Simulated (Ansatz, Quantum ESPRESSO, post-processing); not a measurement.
# Ballistic transmission: vacuum gap of 5.0 Å between two Cu(111) faces, part 3 of 3

Aim: the zero-bias transmission with pwcond for this junction: vacuum gap of 5.0 Å between two Cu(111) faces.

Quantum ESPRESSO 7.5; plane-wave DFT, PBE, GBRV ultrasoft pseudopotentials; cross-check by Ansatz 0.2.0 with PAW datasets.

So far. Step 2 (SCF with pw.x): The run needed 16 iterations to bring the estimated error under 1e-07 Ry; the largest force on any atom, held or free, is 0.09 eV/Å. Step 3 (Transmission with pwcond.x): At no point does T exceed the number of channels.

### 4. The open system, with epsproj = 0.001

Level of this step: transmission by pwcond, lead and junction from one cell; plane-wave DFT, PBE, GBRV ultrasoft pseudopotentials (Quantum ESPRESSO).

How much does a setting matter? One run is repeated with a change.

cond.w.in reads:

```
&inputcond
  outdir = './out'
  prefixt = 'scf'
  tran_file = 'cond.w.dat'
  bdl = 2.4494897430
  bds = 10.9240634381
  ikind = 1
  ewind = 4.0
  epsproj = 0.001
  nz1 = 7
  energy0 = 0.4
  denergy = -0.4
/
19
  0.00000000 0.00000000 0.00694444
  0.00000000 0.08333333 0.04166667
  0.00000000 0.16666667 0.04166667
  0.00000000 0.25000000 0.04166667
  0.00000000 0.33333333 0.04166667
  0.00000000 0.41666667 0.04166667
  0.00000000 0.50000000 0.02083333
  0.08333333 0.16666667 0.04166667
  0.08333333 0.25000000 0.08333333
  0.08333333 0.33333333 0.08333333
  0.08333333 0.41666667 0.08333333
  0.08333333 0.50000000 0.08333333
  0.16666667 0.33333333 0.04166667
  0.16666667 0.41666667 0.08333333
  0.16666667 0.50000000 0.08333333
  0.16666667 0.58333333 0.04166667
  0.25000000 0.50000000 0.04166667
  0.25000000 0.58333333 0.08333333
  0.33333333 0.66666667 0.01388889
3
```

Run with:

```console
$ OMP_NUM_THREADS=1 mpirun -n 4 pwcond.x -in cond.w.in > cond.w.out
```

Numbers of over 12 decimals in the logs are rounded to 6 here.

Log:

```text
[banner, memory and clock lines left out]
Program PWCOND v.7.5 starts
[citation notice left out]

[...]
./out/scf.save/

     IMPORTANT: XC functional enforced from input :
     Exchange-correlation= PBE
                           (   1   4   3   4   0   0   0)
     Any further DFT definition will be discarded
     Please, verify this is what you really want

     Check: negative core charge=   -0.000001
     Reading collected, re-writing distributed wavefunctions

===== INPUT FILE containing all the regions =====

     GEOMETRY:

     lattice parameter (alat)  =       4.8639  a.u.
     the volume                =    1088.6057 (a.u.)^3
     the cross section         =      20.4881 (a.u.)^2
     l of the unit cell        =      10.9241 (alat)
     number of atoms/cell      =           12
     number of atomic types    =            1

     crystal axes: (cart. coord. in units of alat)
               a(1) = (  1.0000  0.0000  0.0000 )
               a(2) = (  0.5000  0.8660  0.0000 )
               a(3) = (  0.0000  0.0000 10.9241 )

   Cartesian axes

     site n.     atom                  positions (alat units)
          1        Cu     tau(  1)=(  0.0000  0.0000 10.9241  )
          2        Cu     tau(  2)=(  0.5000  0.2887  0.8165  )
          3        Cu     tau(  3)=(  1.0000  0.5774  1.6330  )
          4        Cu     tau(  4)=(  0.0000  0.0000  2.4495  )
          5        Cu     tau(  5)=(  0.5000  0.2887  3.2660  )
          6        Cu     tau(  6)=(  1.0000  0.5774  4.0825  )
          7        Cu     tau(  7)=(  0.0000  0.0000  6.0251  )
          8        Cu     tau(  8)=(  0.5000  0.2887  6.8416  )
          9        Cu     tau(  9)=(  1.0000  0.5774  7.6581  )
         10        Cu     tau( 10)=(  0.0000  0.0000  8.4746  )
         11        Cu     tau( 11)=(  0.5000  0.2887  9.2911  )
         12        Cu     tau( 12)=(  1.0000  0.5774 10.1076  )

     nr1s                      =           20
     nr2s                      =           20
     nr3s                      =          216
     nr1sx                     =           20
     nr2sx                     =           20
     nr3sx                     =          216
     nr1                       =           24
     nr2                       =           24
     nr3                       =          240
     nr1x                      =           24
     nr2x                      =           24
     nr3x                      =          240

 _______________________________
  Radii of nonlocal spheres:

     type       ibeta     ang. mom.          radius (alat units)
       Cu         1         0                    0.3212
       Cu         2         0                    0.3212
       Cu         3         1                    0.3212
       Cu         4         1                    0.3212
       Cu         5         2                    0.3212
       Cu         6         2                    0.3212
----- General information -----

--- T calc. with identical leads (ikind=1) ---

     nrx                       =           20
     nry                       =           20
     nz1                       =            7

     energy0               =         4.0E-01
     denergy               =        -4.0E-01
     nenergy               =          3
     ecut2d                =         4.0E+01
     ewind                 =         4.0E+00
     epsproj               =         1.0E-03

     number of k_|| points=   19
                       cryst. coord.
        k(    1) = (   0.0000000   0.0000000), wk =   0.0069444
        k(    2) = (   0.0000000   0.0833333), wk =   0.0416667
[...]
k(   19) = (   0.3333333   0.6666667), wk =   0.0138889
----- Information about left/right lead -----

     nocros                   =           18
     noins                    =           36
     norb                     =           72
     norbf                    =          180
     nrz                      =           48

      iorb      type   ibeta   ang. mom.   m       position (alat)
        1        1       1        0        1   taunew(   1)=(  0.0000  0.0000  0.0000)
        2        1       2        0        1   taunew(   2)=(  0.0000  0.0000  0.0000)
[...]
72        1       6        2        5   taunew(  72)=(  0.0000  0.0000  2.4495)
    k slab    z(k)  z(k+1)     crossing(iorb=1,norb)
    1   0.0000 0.0510 0.0510   111111111111111111000000000000000000000000000000000000000000000000000000
    2   0.0510 0.1021 0.0510   111111111111111111000000000000000000000000000000000000000000000000000000
[...]
48   2.3985 2.4495 0.0510   000000000000000000000000000000000000000000000000000000111111111111111111
----- Information about scattering region -----

     noins                    =          144
     norb                     =          180
     norbf                    =          180
     nrz                      =          168

      iorb      type   ibeta   ang. mom.   m       position (alat)
        1        1       1        0        1   taunew(   1)=(  0.0000  0.0000 -0.0000)
        2        1       2        0        1   taunew(   2)=(  0.0000  0.0000 -0.0000)
[...]
180        1       6        2        5   taunew( 180)=(  0.0000  0.0000  8.4746)
 ngper, shell number =           61           9
 ngper, n2d =           61          39
---  E-Ef =    0.4000000  k =    0.0000000   0.0000000
---  ie =          1  ik =          1
 Nchannels of the left tip =            0
 Right moving states:
   k1(2pi/a)   k2(2pi/a)   E-Ef (eV)
 Left moving states:
   k1(2pi/a)   k2(2pi/a)   E-Ef (eV)

 to transmit
          E-Ef(ev), T =    0.4000000   0.0000000
---  E-Ef =    0.0000000  k =    0.0000000   0.0000000
---  ie =          2  ik =          1
 Nchannels of the left tip =            0
 Right moving states:
   k1(2pi/a)   k2(2pi/a)   E-Ef (eV)
 Left moving states:
   k1(2pi/a)   k2(2pi/a)   E-Ef (eV)

 to transmit
          E-Ef(ev), T =    0.0000000   0.0000000
---  E-Ef =   -0.4000000  k =    0.0000000   0.0000000
---  ie =          3  ik =          1
 Nchannels of the left tip =            0
 Right moving states:
   k1(2pi/a)   k2(2pi/a)   E-Ef (eV)
 Left moving states:
   k1(2pi/a)   k2(2pi/a)   E-Ef (eV)

 to transmit
          E-Ef(ev), T =   -0.4000000   0.0000000
 ngper, shell number =           61          35
 ngper, n2d =           61          42
[... further energies and points left out ...]
---  E-Ef =    0.4000000  k =    0.3333333   0.6666667
---  ie =          1  ik =         19
 Nchannels of the left tip =            0
 Right moving states:
   k1(2pi/a)   k2(2pi/a)   E-Ef (eV)
 Left moving states:
   k1(2pi/a)   k2(2pi/a)   E-Ef (eV)

 to transmit
          E-Ef(ev), T =    0.4000000   0.0000000
---  E-Ef =    0.0000000  k =    0.3333333   0.6666667
---  ie =          2  ik =         19
 Nchannels of the left tip =            0
 Right moving states:
   k1(2pi/a)   k2(2pi/a)   E-Ef (eV)
 Left moving states:
   k1(2pi/a)   k2(2pi/a)   E-Ef (eV)

 to transmit
          E-Ef(ev), T =    0.0000000   0.0000000
---  E-Ef =   -0.4000000  k =    0.3333333   0.6666667
---  ie =          3  ik =         19
 Nchannels of the left tip =            0
 Right moving states:
   k1(2pi/a)   k2(2pi/a)   E-Ef (eV)
 Left moving states:
   k1(2pi/a)   k2(2pi/a)   E-Ef (eV)

 to transmit
          E-Ef(ev), T =   -0.4000000   0.0000000
   T_tot     0.40000      0.74646E-01
   T_tot     0.00000      0.47592E-01
   T_tot    -0.40000      0.52444E-01

[...]
```

The job ended after 24 s (4 MPI ranks of Arm Neoverse V2, shared host; peak memory 0.21 GiB; 95 s of CPU time).

The changed values were drawn from a wide range, not chosen for quality; the comparison shows what they did here together.

Beside the run it was changed from:

| quantity | this run | unchanged run | difference |
| --- | --- | --- | --- |
| transmission at the Fermi level, one spin | 0.02380 | 0.02418 | -3.8e-4 |
| lead channels at the Fermi level, one spin | 0.8125 | 0.8125 | 0 |
| wall time (s) | 24 | 36 |  |

Over all energies T moves by up to 3.8e-4, at 0 eV.

The physical values in this table move by up to 1.6 %.

### 5. Cross-check with Ansatz

As a check, the same structure is run in Ansatz.

Level of this step: plane-wave DFT, PBE, Ansatz PAW (Ansatz 0.2.0).

input.yaml reads:

```yaml
crystal:
  lattice:
    - [2.5738686835, 0.0, 0.0]
    - [1.2869343418, 2.2290356659, 0.0]
    - [0.0, 0.0, 28.1171047784]
  atoms:
    - { symbol: Cu, position: [0.0, 0.0, 0.0] }
    - { symbol: Cu, position: [0.333333333, 0.333333333, 0.0747429366] }
    - { symbol: Cu, position: [0.666666667, 0.666666667, 0.1494858732] }
    - { symbol: Cu, position: [0.0, 0.0, 0.2242288098] }
    - { symbol: Cu, position: [0.333333333, 0.333333333, 0.2989717464] }
    - { symbol: Cu, position: [0.666666667, 0.666666667, 0.373714683] }
    - { symbol: Cu, position: [0.0, 0.0, 0.5515423804] }
    - { symbol: Cu, position: [0.333333333, 0.333333333, 0.626285317] }
    - { symbol: Cu, position: [0.666666667, 0.666666667, 0.7010282536] }
    - { symbol: Cu, position: [0.0, 0.0, 0.7757711902] }
    - { symbol: Cu, position: [0.333333333, 0.333333333, 0.8505141268] }
    - { symbol: Cu, position: [0.666666667, 0.666666667, 0.9252570634] }
kpoints:
  mp_grid: { grid: [11, 11, 1] }
hamiltonian:
  xc: pbe
scf:
  occupations: { method: fermi_dirac, width: 0.1 }
  convergence: { dr2_threshold: 1.0e-08 }
output:
  transmission: { leads: [[0, 3]], e_range: [-0.4, 0.4], de: 0.4, kmesh: [12, 12] }
  write_potential: true
  write_density: true
  volumetric_format: npy
  elf: true
```

Run with:

```console
$ ansatz run input.yaml --threads 4 --pin off --max-ram 8192MiB --backend cpu --events-out ev --progress --plain --runs-dir out
```

Log:

```text
Engine: ansatz 0.2.0, aarch64-unknown-linux-gnu
Pseudopotentials: kind: paw
Pseudopotential: Cu, paw, valence charge 19, recommended cutoff 420 eV (normal), Cu.paw.azcp
Functional definition: PBE
  parameter kappa = 0.804
  parameter beta = 0.066725
  exchange = pbe_x(kappa = kappa, mu = beta*pi^2/3)
  correlation = pbe_c(beta = beta)
Crystal: 12 atoms, lattice volume = 161.315 Å³
Basis set: ecut = 420 eV, 3231 PW (Γ)
Bands: 137, of which v1, the nominal top of the filled ones, is band 114 counted from 1 (113 counted from 0)
Symmetry: 12 space group operations
Space group: P-3m1 (ITA 164), of the structure as read, at distance tolerance 5.4e-5 Å
k-points: 16 of 121
Non-local potential: Cu, projectors of the file, l = 0: 3, l = 1: 2, l = 2: 3, l = 3: 1
PAW form: soft (Blöchl's): semilocal exchange-correlation on the pseudo side does not see the compensation charge
PAW one-centre angular grid: Cu, 590 points (default); XC on 64 Gauss nodes
Initial density: superposition of atomic densities (neutral atoms: chi_scale 0, normalization atom), corrected by the library's trained network
Initial wavefunctions: pseudopotential atomic-orbital guess
Functional: x = pbe(κ = 0.804, μ = 0.219515), c = pbe(β = 0.066725)
SCF iter   1: F=—  HF=-79501.244943 eV  |F-HF|=—  |Δ(HF+E_count)|=         —  Δρ=2.37e-3  dr2=4.16e-1  ethr=1.77e-3  ⟨swp⟩=5.0  Hψ=6859  notcnv=0  defer=159
preconditioner: auto → LDOS  [metal: Δε(μ)=0.090 eV  Ē_g=9.987 eV  σ=0.100 eV  W_gap=0.22  n_scr=54 (ndim 8)  ℏωp=33.6 eV  f_vac=0.094  D(μ)=3.20/eV (n_scr^D=16)  β→1.0]
SCF iter   2: F=—  HF=-79501.237442 eV  |F-HF|=—  |Δ(HF+E_count)|=   7.50e-3  Δρ=2.11e-3  dr2=8.09e-3  ethr=1.83e-4  ⟨swp⟩=1.1  Hψ=2530  notcnv=0  defer=163
SCF iter   3: F=—  HF=-79501.237481 eV  |F-HF|=—  |Δ(HF+E_count)|=   3.84e-5  Δρ=2.87e-3  dr2=8.75e-3  ethr=3.55e-6  ⟨swp⟩=2.4  Hψ=3715  notcnv=0  defer=163
SCF iter   4: F=—  HF=-79501.236355 eV  |F-HF|=—  |Δ(HF+E_count)|=   1.13e-3  Δρ=1.11e-3  dr2=2.01e-3  ethr=3.55e-6  ⟨swp⟩=2.0  Hψ=3669  notcnv=0  defer=163
SCF iter   5: F=—  HF=-79501.236045 eV  |F-HF|=—  |Δ(HF+E_count)|=   3.09e-4  Δρ=1.41e-4  dr2=7.42e-5  ethr=8.82e-7  ⟨swp⟩=2.0  Hψ=2915  notcnv=0  defer=163
SCF iter   6: F=—  HF=-79501.236065 eV  |F-HF|=—  |Δ(HF+E_count)|=   1.96e-5  Δρ=1.97e-4  dr2=4.41e-5  ethr=3.26e-8  ⟨swp⟩=2.1  Hψ=3141  notcnv=0  defer=163
SCF iter   7: F=—  HF=-79501.236074 eV  |F-HF|=—  |Δ(HF+E_count)|=   9.04e-6  Δρ=4.53e-5  dr2=3.43e-6  ethr=1.93e-8  ⟨swp⟩=2.0  Hψ=3061  notcnv=0  defer=163
SCF iter   8: F=—  HF=-79501.236076 eV  |F-HF|=—  |Δ(HF+E_count)|=   2.24e-6  Δρ=1.38e-5  dr2=3.73e-7  ethr=1.50e-9  ⟨swp⟩=2.0  Hψ=3109  notcnv=0  defer=163
SCF iter   9: F=—  HF=-79501.236076 eV  |F-HF|=—  |Δ(HF+E_count)|=   2.01e-7  Δρ=1.19e-5  dr2=1.66e-7  ethr=1.64e-10  ⟨swp⟩=2.1  Hψ=3288  notcnv=0  defer=163
SCF iter  10: F=-79501.236076 eV  HF=-79501.236076 eV  |F-HF|=1.34e-9  |Δ(HF+E_count)|=   1.12e-9  Δρ=2.09e-6  dr2=7.88e-9  ethr=4.39e-12  ⟨swp⟩=9.3  Hψ=10231  notcnv=0
SCF 1 converged in 10 iterations: F = -79501.236076 eV  dr2 = 7.88e-9
  greatest PAW one-centre occupation: 1.000 electrons in one spin orbital (limit 2), on the Cu atom at site 6 (counted from 0), in its partial waves of l = 0
transmission: 67 of 665 steps passed
transmission: 134 of 665 steps passed
[...]
transmission: 665 of 665 steps passed
SCF converged after 10 iterations
Free energy (F): -79501.236076 eV
Harris-Foulkes:  -79501.236076 eV  (|F-HF|=1.34e-9)
Internal energy: -79501.127954 eV  (E = F + TS)
E sigma→0 (E₀):  -79501.182015 eV
Entropy (-TS):   -0.108122 eV (-9.010 meV/atom)
Fermi energy:    14.217381 eV
--- Per-component energies (eV) ---
  E_band       = -4876.925648
  E_kinetic    = 3595.076472
  E_local      = -91908.125331  (includes V_loc(G=0)·N_el)
  E_nonlocal   = 4685.141957
  E_hartree    = 42783.881740
  E_xc         = -1070.435401
  E_vxc        = -1381.003407  (∫ρ·V_xc dr)
  E_paw        = -19961.845482  (= ΣΔE_a)
  E_vpaw       = -5435.774574  (= ΣTr[D̂ρ^β])
  E_aug_tail   = 0.003000  (compensation charges beyond the density's cutoff)
  E_ewald      = -17624.824909
  E_smearing   = -0.108122  (= −TS)
  E_closure    = -0.000000  (closes the sum)
  Σ components = -79501.236076   (vs F -79501.236076, Δ=0.00e0)
--- Band table (eV; the first three rows and the last of 16) ---
  k-point 0: bands = [... 110 lower, 12.4666, 12.4666, 12.5504, 12.5504, 12.6139, 12.6403, 12.6403, 12.6430, ... 19 higher]
  k-point 1: bands = [... 110 lower, 12.4091, 12.4715, 12.4855, 12.5564, 12.6420, 12.6452, 12.7077, 13.0870, ... 19 higher]
  k-point 2: bands = [... 110 lower, 12.4805, 12.5692, 12.6111, 12.6462, 12.6516, 12.8997, 13.2977, 13.9253, ... 19 higher]
  k-point 15: bands = [... 110 lower, 16.6039, 16.6460, 16.7590, 16.9218, 17.1360, 17.4005, 17.6781, 18.0043, ... 19 higher]
--- Transmission ---
  basis      : 55 plane waves across, 35 finite elements along
  points     : 19, standing for a mesh of 12 x 12
  energies   : 3 from -0.400000 to 0.400000 eV about the Fermi level, 0.400000 eV apart; the leads are filled to 0.000000 eV, and channels, transmission and decay are at 0.000000 eV
  crystal 0  : Cu3, at the sites [0, 3], period 6.3047 Å, over 25.22 Å; its Hamiltonian steps by up to 1130.8 meV: too much for a lead, lay more layers or, if its atoms are ordered, name the step of that order
    offset         : up to 0.0000 Å between an atom of the period and one for which it stands
    channels       : 8.125000e-1 a spin
    conductance    : none, the energies end too early or step too widely for 300 K: set another output.transmission.e_range or a lower de, or, where they end at an eighth of basis.ecutwfc, a higher one
    slowest decay  : 0.0870 /Å at (0.0833, 0.0000)
  junction   : crystal 0 to crystal 0, -0.35 to 21.46 Å
    transmission   : 2.465225e-2 a spin
    conductance    : none, the energies end too early or step too widely for 300 K: set another output.transmission.e_range or a lower de, or, where they end at an eighth of basis.ecutwfc, a higher one
```

Wall time 9.8 s (4 threads); peak memory 0.81 GiB; 36 s of CPU time.

Read from the output:

* free energy: -79501.2361 eV
* energy at zero smearing: -79501.1820 eV
* smearing term TS: 0.1081 eV
* Fermi energy: 14.22 eV
* symmetry operations: 12
* transmission at the Fermi level, one spin: 0.02465
* step of the lead's Hamiltonian over a period: 1131 meV

Per spin; mean over the k mesh across the current. The transmission, zone mean by energy, zero at the Fermi level:

| energy (eV) | transmission, zone mean |
| --- | --- |
| -0.400 | 0.0267 |
| 0.000 | 0.0247 |
| 0.400 | 0.0388 |

Per spin; mean over the k mesh across the current. The open channels, zone mean stays at 0.812 for energy from -0.4 to 0.4 eV.

ELF in the ca plane at fractional y = 0.000, with atoms of Cu within 0.2 Å of it. It is the smooth field of the valence electrons, not physical close to the nuclei.

Values, 5 rows by 16 columns, each cell a mean:
```
0.45 0.21 0.22 0.22 0.22 0.24 0.08 0.04 0.14 0.44 0.22 0.22 0.22 0.21 0.23 0.33
0.18 0.20 0.17 0.19 0.17 0.18 0.08 0.04 0.17 0.19 0.20 0.17 0.19 0.17 0.19 0.19
0.20 0.21 0.18 0.18 0.18 0.16 0.08 0.04 0.20 0.21 0.21 0.18 0.19 0.18 0.18 0.22
0.23 0.20 0.17 0.20 0.18 0.19 0.08 0.04 0.15 0.23 0.20 0.18 0.20 0.18 0.20 0.21
0.62 0.22 0.25 0.23 0.26 0.26 0.08 0.04 0.14 0.60 0.24 0.26 0.23 0.24 0.25 0.43
```
Columns run along c (16.0 Å, from fractional 0.22 to 0.78 of the cell), rows up along a (2.6 Å). Atoms in or near the plane, at fractional coordinates: Cu at (0.22, 0.00), Cu at (0.55, 0.00), Cu at (0.78, 0.00).

Valence density in the ca plane at fractional y = 0.000, with atoms of Cu within 0.2 Å of it. It is the smooth field of the valence electrons, not physical close to the nuclei.

Ten steps, logarithmic in the rise over the least value, from '0' (0 e/Å³) to '9' (54 e/Å³), each cell a mean:
```
88510000000000000000000026873100000000000158
45310011000010000000000013541000100001100125
11100111100111000000000001110001110011110011
00000122100122100000000000000012211012210000
11000122100121100000000000110011210012210001
33200011000111000000000012321001110001100013
77410000000000000000000025762000000000000147
99620000000000000000000037983100000000000269
```
Columns run along c (16.0 Å, from fractional 0.22 to 0.78 of the cell), rows up along a (2.6 Å). Atoms in or near the plane, at fractional coordinates: Cu at (0.22, 0.00), Cu at (0.55, 0.00), Cu at (0.78, 0.00).

Ansatz finds T = 0.0247 against pwcond's 0.0242.

### 6. All levels side by side

All levels:

| step | T at the Fermi level (per spin) | conductance (G0) | r.m.s. T(E) from the first | CPU time of the step (s) | peak memory (GiB) |
| --- | --- | --- | --- | --- | --- |
| Ansatz | 0.02465 | - | 0 | 36.3 | 0.814 |
| pwcond | 0.02418 | 0.02418 | 7.11e-4 | 144.8 | 0.23 |
| pwcond, changed setting | 0.0238 | 0.0238 | 0.001015 | 95.39 | 0.21 |

Per spin; mean over the k mesh across the current. Table of transmission, zone mean by energy, zero at the Fermi level:

| energy (eV) | Ansatz | pwcond | pwcond, changed setting |
| --- | --- | --- | --- |
| -0.400 | 0.0267 | 0.0264 | 0.0262 |
| 0.000 | 0.0247 | 0.0242 | 0.0238 |
| 0.400 | 0.0388 | 0.0377 | 0.0373 |

### 7. By hand

The Landauer sum over the mesh, Σ w T = 0.0417 × 0.172 + 0.0417 × 0.121 + 0.0833 × 0.0575 + … = 0.02418.

G = 0.0242 × 77.48 µS = 1.87 µS a cell. Times the area of 5.737 Å², the resistance-area product is A/G = 30.6 fΩ m², the leads' contact resistance included.

Free electrons at 1 an atom (3 atoms in 36.2 Å³) have k_F = 1.349 1/Å and offer A k_F²/4π = 0.83 channels per spin; the lead has 0.81 on this mesh.

### 8. Summary of results

* conductance from T at the Fermi level, a cell (G₀ = 2e²/h): 0.0242 G₀
* conductance per area: 32.6 S/μm²
* lead channels per spin: 0.81
* the same conductance by Ansatz: 0.0247 G₀

**Reading.** The junction conducts 0.0242 G₀ a cell at the Fermi level (PBE, GBRV ultrasoft). At the Fermi level the junction passes 3.0 % of what the leads offer. At the Fermi level pwcond and Ansatz differ by 1.9 %, a close match. Ansatz finds a step of 1131 meV across the lead's period inside the junction cell: the lead is too short to be bulk-like, which bears on both codes. Points with over 2.5 times the mean carry 51 % of T, so the mean leans on few points, and the mesh was not tested. Over -0.4 to 0.4 eV, T lies between 0.024 and 0.038 per spin. The geometry is as built, not relaxed, and the leads are short. Semilocal functionals lack the image potential in a vacuum gap.

[Logs are printed without paths, hosts, clocks, repeated set-up lines and the standing remarks that a program may print on its own settings, such as how far it seeks lower states.]

[Hosts, paths, dates, database ids (printed as entryN), source tags and the programs' standing remarks are cut or masked in the printed files.]

[Maps of the electrostatic potential energy from Ansatz leave out the sawtooth potential of an applied field or a dipole correction, so their vacuum need not be flat; planar profiles and work functions include it.]
